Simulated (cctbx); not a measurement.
# Ca3V: solution and refinement

Cell a = 6.9750 Å, b = 6.9750 Å, c = 5.5530 Å, α = 90.00°, β = 90.00°, γ = 120.00°; space group P6_3/mmc (no. 194); content V2 Ca6.

The data are simulated with cctbx, not measured: Mo Kα, λ = 0.71073 Å, to d = 0.7 Å, 50 % of the full sphere, strongest reflection 40000 counts, noise from counting, a 2 % proportional error and a noise floor of 4 counts (s.d.); no absorption, and some extinction, which the refinements don't model.

Charge flipping in P1 on normalised amplitudes to 0.8 Å, δ = 1.1 σ, 30 % of the reflections treated as weak, 300 cycles:

```text
cycle      R  skewness
    0  0.543     0.20
   25  0.262     4.45
   50  0.262     4.13
   75  0.276     4.06
  100  0.264     4.00
  125  0.260     3.97
  150  0.261     3.98
  175  0.255     4.02
  200  0.290     4.05
  225  0.254     4.02
  250  0.267     3.99
  275  0.247     3.95
origin shift          correlation  skewness
 0.551  0.694  0.049      0.891      4.20
 0.297  0.889  0.291      0.886      1.19
 0.051  0.194  0.049      0.891      4.15
 0.526  0.149  0.047      0.889      1.64
taken: symmetry correlation 0.891, skewness 4.20
peak      x       y       z  mult  height/sigma
Q1    0.1670  0.3341  0.2500    6     10.9
Q2    0.3333  0.6667  0.7500    2     10.9
Q3    0.0924  0.4143  0.0523   24      1.9
Q4    0.3333  0.6667  0.0103    4      1.7
Q5    0.1710  0.5855  0.5538   12      1.7
Q6    0.1096  0.2192  0.6413   12      1.6
Q7    0.2202  0.6101  0.1369   12      1.5
```

The origin is taken among those within 0.04 of the best correlation, by the skewness of the map.

Run time: 0.52 s on 1 thread of Arm Neoverse V2, on a shared host, peak memory 0.07 GiB.

Q: Assign the peaks.

Heights go roughly as Z and multiplicities must add up to the content. First model: Q1 = Ca1 (6 in the cell, height 10.9) and Q2 = V1 (2 in the cell, height 10.9). Against the true structure, Q1 is Ca and Q2 is V; the other peaks are not atoms.

Least squares on F², isotropic:

```text
Rint 0.020, 159 unique reflections to 0.70 A
cycle     R1     wR2    GooF  max shift (A)
   1  0.2322  0.4196  25.015   0.07329
   3  0.0196  0.0469   2.797   0.00000
final R1 0.0196 wR2 0.0469 GooF 2.797  parameters 3  data/parameter 53.0
atom        x        y        z      Ueq    occ   su(xyz)  su(Uiso or U11)
Ca1    0.17310  0.34620  0.25000   0.0106  1.000  0.00007  0.0002
V1     0.33333  0.66667  0.75000   0.0101  1.000  0.00000  0.0002
difference map: max 0.34 min -0.93 rms 0.08
Q1    0.1744  0.3488  0.1673   12    0.36  0.46 A from Ca1
Q2    0.0987  0.3421  0.2500   12    0.30  0.51 A from Ca1
Q3    0.1615  0.5807  0.1644   12    0.19  1.74 A from Ca1
Q4    0.2416  0.6208  0.2500    6    0.18  1.73 A from Ca1
Q5    0.2884  0.5768  0.1045   12    0.15  1.61 A from Ca1
```

Anisotropic refinement:

```text
Rint 0.020, 159 unique reflections to 0.70 A
cycle     R1     wR2    GooF  max shift (A)
   1  0.0197  0.0470   2.828   0.00022
   2  0.0084  0.0163   0.982   0.00000
final R1 0.0084 wR2 0.0163 GooF 0.982  parameters 6  data/parameter 26.5
atom        x        y        z      Ueq    occ   su(xyz)  su(Uiso or U11)
Ca1    0.17308  0.34616  0.25000   0.0107  1.000  0.00002  0.0001
V1     0.33333  0.66667  0.75000   0.0100  1.000  0.00000  0.0001
difference map: max 0.11 min -0.25 rms 0.04
Q1    0.0866  0.3059  0.7500   12    0.12  1.57 A from Ca1
Q2    0.2232  0.6116  0.1611   12    0.11  1.77 A from Ca1
Q3    0.2859  0.5719  0.2500    6    0.11  1.36 A from Ca1
Q4    0.2218  0.4437  0.7500    6    0.09  1.35 A from V1
Q5    0.9941  0.3227  0.2500   12    0.09  1.18 A from Ca1
Q6    0.3333  0.6667  0.1867    4    0.09  1.97 A from Ca1
```

**Reading.** The refinement ends at R1 = 0.0084, wR2 = 0.0163, GooF = 0.98, with difference density between -0.25 and 0.11 e/Å³. Every site matches the true model in element, within 0.001 Å r.m.s., up to an allowed shift of origin.

True model:

| atom | mult. | x | y | z | Ueq (Å²) |
| --- | --- | --- | --- | --- | --- |
| V1 | 2 | 1/3 | 2/3 | 3/4 | 0.0102 |
| Ca1 | 6 | 0.1731 | 0.3461 | 1/4 | 0.0109 |

The model was made for the exercise: a known structure type with other elements put in, its volume estimated, not relaxed; displacement parameters are assumed.

[Middle refinement cycles are left out of these outputs.]

[Logs are printed without paths, hosts, clocks, repeated set-up lines and the standing remarks that a program may print on its own settings, such as how far it seeks lower states.]
